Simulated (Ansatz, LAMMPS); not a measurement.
## A frame of amorphous polystyrene (as short chains C42H46) from 300 K (176 atoms) under strain

Aim: relax a frame of amorphous polystyrene (as short chains C42H46) from 300 K (176 atoms), then change its volume and shape to read moduli from the stress.

Program: Ansatz 0.2.0. Level of theory: Kohn-Sham DFT, PBE+D4, PAW (set soft_2), plane waves. Results are calculated unless marked as measured.

### 1. The starting structure

The cell holds 176 atoms: 84 C and 92 H. Cell: a = 12.279 Å, b = 12.279 Å, c = 12.279 Å, α = 90.0°, β = 90.0°, γ = 90.0°. 2 polystyrene chains of 5 units with methyl end groups placed at random, at 0.988 g/cm³; overlaps pushed apart, then 20 ps at 800 K with MMFF94 bonds, angles, torsions, charges and radii (Halgren, J. Comput. Chem. 17, 490 (1996)) in harmonic and 12-6 forms. Snapshot after 30 ps at 300 K and fixed volume.

What the set-up can't give: The network of contacts between molecules at the start is that of the classical potential that made the cell, and needn't be the one that DFT or experiment would give. Only the Γ point is sampled.

### 2. Single point at the start

A single point comes first, to see the forces before anything moves.

The input, input.yaml:

```yaml
crystal:
  lattice:
    - [12.27948, 0.0, 0.0]
    - [0.0, 12.27948, 0.0]
    - [0.0, 0.0, 12.27948]
  atoms:
    - { symbol: C, position: [0.84203, 0.45503, 0.40267] }
    - { symbol: C, position: [0.93548, 0.52041, 0.36219] }
    - { symbol: C, position: [0.02979, 0.45778, 0.31889] }
    - { symbol: C, position: [0.07587, 0.38477, 0.41574] }
    - { symbol: C, position: [0.08888, 0.27312, 0.39788] }
    - { symbol: C, position: [0.13692, 0.20326, 0.47429] }
    - { symbol: C, position: [0.16194, 0.24621, 0.57602] }
    - { symbol: C, position: [0.14278, 0.35488, 0.59631] }
    - { symbol: C, position: [0.09742, 0.42619, 0.51836] }
    - { symbol: C, position: [0.11512, 0.54149, 0.28914] }
    - { symbol: C, position: [0.21459, 0.48635, 0.23347] }
    - { symbol: C, position: [0.19505, 0.43609, 0.1211] }
    - { symbol: C, position: [0.13136, 0.48384, 0.03772] }
    - { symbol: C, position: [0.11918, 0.43108, 0.94149] }
    - { symbol: C, position: [0.15673, 0.32512, 0.92202] }
    - { symbol: C, position: [0.21181, 0.27244, 0.00213] }
    - { symbol: C, position: [0.22963, 0.3246, 0.10375] }
    - { symbol: C, position: [0.29909, 0.57596, 0.21616] }
    - { symbol: C, position: [0.37782, 0.58234, 0.31524] }
    - { symbol: C, position: [0.47664, 0.64942, 0.28582] }
    - { symbol: C, position: [0.56795, 0.58805, 0.26678] }
    - { symbol: C, position: [0.66272, 0.64566, 0.23643] }
    - { symbol: C, position: [0.664, 0.75656, 0.22751] }
    - { symbol: C, position: [0.57321, 0.81759, 0.25013] }
    - { symbol: C, position: [0.47609, 0.76119, 0.27757] }
    - { symbol: C, position: [0.32676, 0.61624, 0.42483] }
    - { symbol: C, position: [0.40588, 0.65601, 0.51281] }
    - { symbol: C, position: [0.34086, 0.70986, 0.59919] }
    - { symbol: C, position: [0.25764, 0.65028, 0.65117] }
    - { symbol: C, position: [0.20274, 0.70506, 0.73903] }
    - { symbol: C, position: [0.23631, 0.80656, 0.776] }
    - { symbol: C, position: [0.31292, 0.86155, 0.71825] }
    [... 138 atom lines left out ...]
    - { symbol: H, position: [0.20131, 0.89048, 0.33056] }
    - { symbol: H, position: [0.28377, 0.81905, 0.15753] }
    - { symbol: H, position: [0.16035, 0.80033, 0.99778] }
    - { symbol: H, position: [0.81528, 0.92705, 0.02258] }
    - { symbol: H, position: [0.81874, 0.85414, 0.89487] }
    - { symbol: H, position: [0.86268, 0.78538, 0.01396] }
kpoints:
  mp_grid: { grid: [1, 1, 1] }
hamiltonian:
  xc: pbe
  dispersion: d4
scf:
  occupations: { method: gaussian, width: 0.05 }
output:
  forces: true
```

Launch:

```
> ansatz run input.yaml --threads 4 --pin off --max-ram 8192MiB --backend cpu --events-out ev --progress --plain --runs-dir out
```

Numbers of over 12 decimals in the logs are rounded to 6 here.

The program printed:

```text
[...]
Pseudopotentials: kind: paw
Pseudopotential: C, paw, valence charge 4, recommended cutoff 420 eV (normal), C.paw.azcp
Pseudopotential: H, paw, valence charge 1, recommended cutoff 420 eV (normal), H.paw.azcp
[...]
Crystal: 176 atoms, lattice volume = 1851.569 Å³
Basis set: ecut = 420 eV, 36257 PW (Γ), exchange–correlation on 180×180×180 points (8 copies of the dense FFT grid, shifted against one another)
Bands: 390, of which v1, the nominal top of the filled ones, is band 214 counted from 1 (213 counted from 0)
Symmetry: 1 space group operations
Space group: P1 (ITA 1), of the structure as read, at distance tolerance 1.2e-4 Å
k-points: 1
[...]
Initial density: superposition of atomic densities (neutral atoms: chi_scale 0, normalization atom), corrected by the library's trained network
Initial wavefunctions: pseudopotential atomic-orbital guess
[...]
SCF iter   1: F=—  HF=-22553.660754 eV  |F-HF|=—  |Δ(HF+E_count)|=         —  Δρ=3.55e-3  dr2=3.47e-1  ethr=1.77e-3  ⟨swp⟩=6.0  Hψ=1792  notcnv=0  defer=76
preconditioner: auto → Resta (q_TF=auto, 2.137 Å⁻¹)  ε∞=2.4  [insulator: Δε(μ)=3.928 eV  Ē_g=15.046 eV  σ=0.050 eV  W_gap=1.00  n_scr=304 (ndim 8)  ℏωp=17.9 eV  f_vac=0.238  D(μ)=0.00/eV (n_scr^D=0)  ε∞_Penn≈2.4]
SCF iter   2: F=—  HF=-22553.642414 eV  |F-HF|=—  |Δ(HF+E_count)|=   1.83e-2  Δρ=1.72e-3  dr2=6.36e-2  ethr=8.10e-5  ⟨swp⟩=3.0  Hψ=668  notcnv=0  defer=166
SCF iter   3: F=—  HF=-22553.658269 eV  |F-HF|=—  |Δ(HF+E_count)|=   1.59e-2  Δρ=6.99e-4  dr2=1.33e-2  ethr=1.49e-5  ⟨swp⟩=2.0  Hψ=364  notcnv=0  defer=24
automatic band count: iteration 3 solves 248 bands in place of 390: the levels show a gap, and the empty bands left out lie too high to hold charge; the band table lists the bands solved (type scf.n_extra_bands for more)
SCF iter   4: F=—  HF=-22553.661035 eV  |F-HF|=—  |Δ(HF+E_count)|=   2.77e-3  Δρ=2.18e-4  dr2=1.62e-3  ethr=3.10e-6  ⟨swp⟩=2.0  Hψ=389  notcnv=0  defer=24
SCF iter   5: F=—  HF=-22553.661241 eV  |F-HF|=—  |Δ(HF+E_count)|=   2.05e-4  Δρ=9.11e-5  dr2=2.40e-4  ethr=3.80e-7  ⟨swp⟩=2.0  Hψ=426  notcnv=0  defer=24
SCF iter   6: F=—  HF=-22553.661244 eV  |F-HF|=—  |Δ(HF+E_count)|=   3.84e-6  Δρ=3.37e-5  dr2=3.05e-5  ethr=5.60e-8  ⟨swp⟩=2.0  Hψ=400  notcnv=0  defer=24
SCF iter   7: F=—  HF=-22553.663776 eV  |F-HF|=—  |Δ(HF+E_count)|=   2.53e-3  Δρ=1.33e-5  dr2=4.67e-6  ethr=7.12e-9  ⟨swp⟩=2.0  Hψ=454  notcnv=0  defer=27
SCF iter   8: F=—  HF=-22553.663775 eV  |F-HF|=—  |Δ(HF+E_count)|=   5.77e-7  Δρ=4.20e-6  dr2=3.74e-7  ethr=1.09e-9  ⟨swp⟩=2.0  Hψ=427  notcnv=0  defer=27
SCF iter   9: F=-22553.663775 eV  HF=-22553.663775 eV  |F-HF|=5.60e-8  |Δ(HF+E_count)|=   1.55e-7  Δρ=1.99e-6  dr2=9.65e-8  ethr=2.34e-11  ⟨swp⟩=4.0  Hψ=854  notcnv=0
SCF 1 converged in 9 iterations: F = -22553.663775 eV  dr2 = 9.65e-8
[...]
SCF converged after 9 iterations
Free energy (F): -22553.663775 eV
Harris-Foulkes:  -22553.663775 eV  (|F-HF|=5.60e-8)
Internal energy: -22553.663775 eV  (E = F + TS)
E sigma→0 (E₀):  -22553.663775 eV
Fermi energy:    1.533113 eV
--- Per-component energies (eV) ---
[...]
Σ components = -22553.663775   (vs F -22553.663775, Δ=0.00e0)
--- Forces (eV/Å), atoms counted from 1 ---
  atom   1  C     -1.91382488     1.11540256     0.23195214
  atom   2  C      0.23542071    -0.50558092     1.82272270
  atom   3  C      0.43588761    -0.98647582     1.41149502
  atom   4  C     -1.31269297     0.27424634    -1.92713083
[...]
atom 176  H     -0.02893520     0.30458980    -0.19927016
  max |Σ_I F_I| component: 5.47e-5 eV/Å
```

The job ended after 10 s (4 threads of Intel Xeon 6975P-C (Granite Rapids), shared host; peak memory 2.3 GiB; 35 s of CPU time).

The column dr2 measures how far the density is from self-consistency, as an energy; F and HF (Harris–Foulkes) agree once it is small.

The r.m.s. force at the start is 0.92 eV/Å.

### 3. Cell and atoms relaxed

Cell and atoms are freed together, to release stress as well as forces.

The input, input.yaml:

```yaml
crystal:
  lattice:
    - [12.27948, 0.0, 0.0]
    - [0.0, 12.27948, 0.0]
    - [0.0, 0.0, 12.27948]
  atoms:
    [... the 176 atom lines of step 2 ...]
kpoints:
  mp_grid: { grid: [1, 1, 1] }
hamiltonian:
  xc: pbe
  dispersion: d4
scf:
  occupations: { method: gaussian, width: 0.05 }
output:
  forces: true
relax:
  f_tol: 0.05
  max_steps: 150
  cell: {}
```

The program printed:

```text
[...]
Crystal: 176 atoms, lattice volume = 1851.569 Å³
Basis set: ecut = 420 eV, 36257 PW (Γ), exchange–correlation on 180×180×180 points (8 copies of the dense FFT grid, shifted against one another)
Bands: 390, of which v1, the nominal top of the filled ones, is band 214 counted from 1 (213 counted from 0)
Symmetry: 1 space group operations
[...]
k-points: 1
[...]
SCF iter   1: F=—  HF=-22553.660754 eV  |F-HF|=—  |Δ(HF+E_count)|=         —  Δρ=3.55e-3  dr2=3.47e-1  ethr=1.77e-3  ⟨swp⟩=6.0  Hψ=1792  notcnv=0  defer=76
[...]
SCF iter   8: F=—  HF=-22553.663775 eV  |F-HF|=—  |Δ(HF+E_count)|=   4.74e-7  Δρ=4.11e-6  dr2=3.66e-7  ethr=1.01e-9  ⟨swp⟩=2.0  Hψ=427  notcnv=0  defer=169
SCF iter   9: F=-22553.663775 eV  HF=-22553.663775 eV  |F-HF|=4.56e-8  |Δ(HF+E_count)|=   1.52e-7  Δρ=1.84e-6  dr2=8.43e-8  ethr=2.34e-11  ⟨swp⟩=4.0  Hψ=986  notcnv=0
SCF 1 converged in 9 iterations: F = -22553.663775 eV  dr2 = 8.43e-8
[...]
relax step   1: F+E_penalty+E_count = -22553.66377509 eV  Δ(F+E_penalty+E_count) = +0.000e0 eV  max|allowed force component| = 3.240e0 eV/Å  Δτ_max = 0.0000 Å  P = +1.808 GPa  Ω = 1851.569 Å³  (9 SCF iters, dr2 threshold 1.00e-7 eV, accepted)
[... from here on, the SCF cycles and remarks between the steps are left out ...]
relax step   2: F+E_penalty+E_count = -22558.82332033 eV  Δ(F+E_penalty+E_count) = -5.160e0 eV  max|allowed force component| = 1.511e0 eV/Å  Δτ_max = 0.1998 Å  P = -0.348 GPa  Ω = 1889.882 Å³  energy of the carried Pulay correction = -8.042e-2 eV  (7 SCF iters, dr2 threshold 1.76e-5 eV, accepted)
relax step   3: F+E_penalty+E_count = -22559.92547108 eV  Δ(F+E_penalty+E_count) = -1.102e0 eV  max|allowed force component| = 5.893e-1 eV/Å  Δτ_max = 0.1834 Å  P = -0.593 GPa  Ω = 1860.381 Å³  energy of the carried Pulay correction = -1.864e-2 eV  (7 SCF iters, dr2 threshold 1.76e-5 eV, accepted)
relax step   4: F+E_penalty+E_count = -22560.23255443 eV  Δ(F+E_penalty+E_count) = -3.071e-1 eV  max|allowed force component| = 1.426e-1 eV/Å  Δτ_max = 0.2000 Å  P = -0.124 GPa  Ω = 1827.876 Å³  energy of the carried Pulay correction = +5.057e-2 eV  (7 SCF iters, dr2 threshold 1.76e-5 eV, accepted)
relax step   5: F+E_penalty+E_count = -22560.36697800 eV  Δ(F+E_penalty+E_count) = -1.344e-1 eV  max|allowed force component| = 1.692e-1 eV/Å  Δτ_max = 0.1736 Å  P = -0.037 GPa  Ω = 1803.305 Å³  energy of the carried Pulay correction = +1.037e-1 eV  (8 SCF iters, dr2 threshold 1.27e-6 eV, accepted)
relax step   6: F+E_penalty+E_count = -22560.43804293 eV  Δ(F+E_penalty+E_count) = -7.106e-2 eV  max|allowed force component| = 1.025e-1 eV/Å  Δτ_max = 0.1873 Å  P = -0.040 GPa  Ω = 1790.742 Å³  energy of the carried Pulay correction = +1.312e-1 eV  (8 SCF iters, dr2 threshold 1.79e-6 eV, accepted)
relax step   7: F+E_penalty+E_count = -22560.47868159 eV  Δ(F+E_penalty+E_count) = -4.064e-2 eV  max|allowed force component| = 5.208e-2 eV/Å  Δτ_max = 0.1947 Å  P = -0.057 GPa  Ω = 1785.723 Å³  energy of the carried Pulay correction = +1.422e-1 eV  (8 SCF iters, dr2 threshold 6.57e-7 eV, accepted)
relax step   8: F+E_penalty+E_count = -22560.50235552 eV  Δ(F+E_penalty+E_count) = -2.367e-2 eV  max|allowed force component| = 7.407e-2 eV/Å  Δτ_max = 0.1644 Å  P = -0.081 GPa  Ω = 1781.798 Å³  energy of the carried Pulay correction = +1.508e-1 eV  (9 SCF iters, dr2 threshold 1.69e-7 eV, accepted)
relax step   9: F+E_penalty+E_count = -22560.50500627 eV  Δ(F+E_penalty+E_count) = -2.651e-3 eV  max|allowed force component| = 5.611e-2 eV/Å  Δτ_max = 0.0675 Å  P = +0.045 GPa  Ω = 1783.916 Å³  energy of the carried Pulay correction = +1.461e-1 eV  (8 SCF iters, dr2 threshold 3.43e-7 eV, accepted)
relax step  10: F+E_penalty+E_count = -22560.51721597 eV  Δ(F+E_penalty+E_count) = -1.221e-2 eV  max|allowed force component| = 4.914e-2 eV/Å  Δτ_max = 0.1127 Å  P = -0.076 GPa  Ω = 1781.101 Å³  energy of the carried Pulay correction = +1.523e-1 eV  (8 SCF iters, dr2 threshold 1.97e-7 eV, accepted)
relax step  11: F+E_penalty+E_count = -22560.52119681 eV  Δ(F+E_penalty+E_count) = -3.981e-3 eV  max|allowed force component| = 4.390e-2 eV/Å  Δτ_max = 0.1072 Å  P = +0.002 GPa  Ω = 1782.053 Å³  energy of the carried Pulay correction = +1.502e-1 eV  (9 SCF iters, dr2 threshold 3.57e-8 eV, accepted)
relax step  12: F+E_penalty+E_count = -22560.52751625 eV  Δ(F+E_penalty+E_count) = -6.319e-3 eV  max|allowed force component| = 4.481e-2 eV/Å  Δτ_max = 0.1349 Å  P = -0.043 GPa  Ω = 1781.753 Å³  energy of the carried Pulay correction = +1.509e-1 eV  (10 SCF iters, accepted)
relax step  13: F+E_penalty+E_count = -22560.53291493 eV  Δ(F+E_penalty+E_count) = -5.399e-3 eV  max|allowed force component| = 4.366e-2 eV/Å  Δτ_max = 0.1486 Å  P = -0.016 GPa  Ω = 1781.515 Å³  energy of the carried Pulay correction = +1.514e-1 eV  (10 SCF iters, dr2 threshold 6.76e-9 eV, accepted)
[...]
relax step  17: F+E_penalty+E_count = -22560.49706087 eV  Δ(F+E_penalty+E_count) = -5.768e-2 eV  max|allowed force component| = 8.080e-2 eV/Å  Δτ_max = 0.1949 Å  P = -0.173 GPa  Ω = 1760.374 Å³  energy of the carried Pulay correction = +4.364e-2 eV  (9 SCF iters, dr2 threshold 7.82e-8 eV, accepted)
relax step  18: F+E_penalty+E_count = -22560.52233652 eV  Δ(F+E_penalty+E_count) = -2.528e-2 eV  max|allowed force component| = 2.685e-1 eV/Å  Δτ_max = 0.1909 Å  P = +0.522 GPa  Ω = 1735.416 Å³  energy of the carried Pulay correction = +9.564e-2 eV  (8 SCF iters, dr2 threshold 4.08e-7 eV, rejected (line search))
relax step  19: F+E_penalty+E_count = -22560.52014923 eV  Δ(F+E_penalty+E_count) = -2.309e-2 eV  max|allowed force component| = 3.132e-2 eV/Å  Δτ_max = 0.0873 Å  P = +0.048 GPa  Ω = 1755.500 Å³  energy of the carried Pulay correction = +5.322e-2 eV  (11 SCF iters, accepted)
relax step  20: F+E_penalty+E_count = -22560.52827338 eV  Δ(F+E_penalty+E_count) = -8.124e-3 eV  max|allowed force component| = 2.023e-2 eV/Å  Δτ_max = 0.0644 Å  P = +0.034 GPa  Ω = 1753.144 Å³  energy of the carried Pulay correction = +5.773e-2 eV  (9 SCF iters, dr2 threshold 1.76e-8 eV, accepted)
relax step  21: F+E_penalty+E_count = -22560.53869925 eV  Δ(F+E_penalty+E_count) = -1.043e-2 eV  max|allowed force component| = 3.345e-2 eV/Å  Δτ_max = 0.0986 Å  P = -0.037 GPa  Ω = 1749.282 Å³  energy of the carried Pulay correction = +6.544e-2 eV  (10 SCF iters, dr2 threshold 1.06e-8 eV, accepted)
relax step  22: F+E_penalty+E_count = -22560.54132682 eV  Δ(F+E_penalty+E_count) = -2.628e-3 eV  max|allowed force component| = 1.714e-2 eV/Å  Δτ_max = 0.0464 Å  P = -0.048 GPa  Ω = 1749.078 Å³  energy of the carried Pulay correction = +6.583e-2 eV  (9 SCF iters, dr2 threshold 1.48e-8 eV, accepted)
relax step  23: F+E_penalty+E_count = -22560.54325435 eV  Δ(F+E_penalty+E_count) = -1.928e-3 eV  max|allowed force component| = 1.672e-2 eV/Å  Δτ_max = 0.0511 Å  P = -0.029 GPa  Ω = 1749.015 Å³  energy of the carried Pulay correction = +6.595e-2 eV  (9 SCF iters, dr2 threshold 9.04e-9 eV, accepted)
relax step  24: F+E_penalty+E_count = -22560.49667890 eV  Δ(F+E_penalty+E_count) = +4.658e-2 eV  max|allowed force component| = 1.674e-2 eV/Å  Δτ_max = 0.0000 Å  P = -0.047 GPa  Ω = 1749.015 Å³  stress off target by 1.24e-1 GPa  SCF on the basis re-selected at this cell (its energy is not comparable with the rows above)  (5 SCF iters)
relax step  25: F+E_penalty+E_count = -22560.53457761 eV  Δ(F+E_penalty+E_count) = -3.790e-2 eV  max|allowed force component| = 7.951e-2 eV/Å  Δτ_max = 0.1947 Å  P = -0.100 GPa  Ω = 1734.959 Å³  energy of the carried Pulay correction = +3.017e-2 eV  (10 SCF iters, dr2 threshold 3.82e-8 eV, accepted)
relax step  26: F+E_penalty+E_count = -22560.54440675 eV  Δ(F+E_penalty+E_count) = -9.829e-3 eV  max|allowed force component| = 7.206e-2 eV/Å  Δτ_max = 0.0276 Å  P = +0.094 GPa  Ω = 1731.470 Å³  energy of the carried Pulay correction = +3.752e-2 eV  (7 SCF iters, dr2 threshold 3.95e-7 eV, accepted)
relax step  27: F+E_penalty+E_count = -22560.53749492 eV  Δ(F+E_penalty+E_count) = +6.912e-3 eV  max|allowed force component| = 3.052e-2 eV/Å  Δτ_max = 0.0319 Å  P = -0.009 GPa  Ω = 1735.379 Å³  energy of the carried Pulay correction = +2.932e-2 eV  (7 SCF iters, dr2 threshold 3.25e-7 eV, accepted)
relax step  28: F+E_penalty+E_count = -22560.51362577 eV  Δ(F+E_penalty+E_count) = +2.387e-2 eV  max|allowed force component| = 3.040e-2 eV/Å  Δτ_max = 0.0000 Å  P = -0.016 GPa  Ω = 1735.379 Å³  stress off target by 8.27e-2 GPa  SCF on the basis re-selected at this cell (its energy is not comparable with the rows above)  (5 SCF iters)
relax step  29: F+E_penalty+E_count = -22560.53684432 eV  Δ(F+E_penalty+E_count) = -2.322e-2 eV  max|allowed force component| = 4.841e-2 eV/Å  Δτ_max = 0.1310 Å  P = -0.055 GPa  Ω = 1726.986 Å³  energy of the carried Pulay correction = +1.833e-2 eV  (10 SCF iters, dr2 threshold 1.71e-8 eV, accepted)
relax step  30: F+E_penalty+E_count = -22560.53738135 eV  Δ(F+E_penalty+E_count) = -5.370e-4 eV  max|allowed force component| = 6.474e-3 eV/Å  Δτ_max = 0.0124 Å  P = +0.002 GPa  Ω = 1727.258 Å³  energy of the carried Pulay correction = +1.771e-2 eV  (8 SCF iters, dr2 threshold 1.60e-8 eV, accepted)
relax step  31: F+E_penalty+E_count = -22560.52439980 eV  Δ(F+E_penalty+E_count) = +1.298e-2 eV  max|allowed force component| = 6.735e-3 eV/Å  Δτ_max = 0.0000 Å  P = -0.001 GPa  Ω = 1727.258 Å³  stress off target by 2.44e-2 GPa  SCF on the basis re-selected at this cell (its energy is not comparable with the rows above)  (4 SCF iters)
[...]
SCF converged after 4 iterations
Free energy (F): -22560.524400 eV
[...]
Internal energy: -22560.524400 eV  (E = F + TS)
E sigma→0 (E₀):  -22560.524400 eV
Fermi energy:    1.966945 eV
[...]
Σ components = -22560.524400   (vs F -22560.524400, Δ=0.00e0)
--- Forces (eV/Å), atoms counted from 1 ---
  atom   1  C      0.00290488    -0.00110714    -0.00046769
  atom   2  C     -0.00150991     0.00427025    -0.00133840
  atom   3  C      0.00389938    -0.00203545     0.00113125
  atom   4  C     -0.00137397     0.00116352    -0.00161629
[...]
atom 176  H      0.00176308    -0.00115897    -0.00018340
  max |Σ_I F_I| component: 9.52e-6 eV/Å
--- Stress (GPa, compression-positive) ---
       -0.008328       0.002947      -0.004808
        0.002947      -0.000480      -0.020213
       -0.004808      -0.020214       0.006296
  P = ⅓ Tr σ = -0.0008 GPa (-0.008 kbar)
--- Relaxed structure (27 steps of the walk, 26 accepted, 4 SCFs on fresh bases) ---
  F+E_penalty+E_count = -22560.52439980 eV   max|allowed force component| = 6.735e-3 eV/Å   (the final SCF, on the basis selected at the relaxed cell)
  cell:  # Å, volume = 1727.2584 Å³
    - [12.368952, 0.050232, -0.127768]
    - [0.050232, 11.701068, -0.731446]
    - [-0.127768, -0.731446, 11.981542]
  atoms:
    - { symbol: C, position: [0.826033, 0.446908, 0.324990] }
    - { symbol: C, position: [0.922902, 0.517600, 0.298364] }
    - { symbol: C, position: [0.028803, 0.448210, 0.279179] }
    - { symbol: C, position: [0.059260, 0.386535, 0.379356] }
[...]
- { symbol: H, position: [0.815209, 0.802207, 0.018551] }
```

It took 5.5 min on 4 threads; peak memory 2.3 GiB.

The relaxation converged after 27 steps, with a largest force component of 0.0067 eV/Å.

[end of part 1 of 3]

[Logs are printed without paths, hosts, clocks, repeated set-up lines and the standing remarks that a program may print on its own settings, such as how far it seeks lower states.]

[Hosts, paths, dates, database ids (printed as entryN), source tags and the programs' standing remarks are cut or masked in the printed files.]

[The MMFF94 radii named for the starting cell were scaled by 0.96; in molecules described by MMFF94, hydrogen bound to N, O or S took a small fixed 12-6 site in their place.]
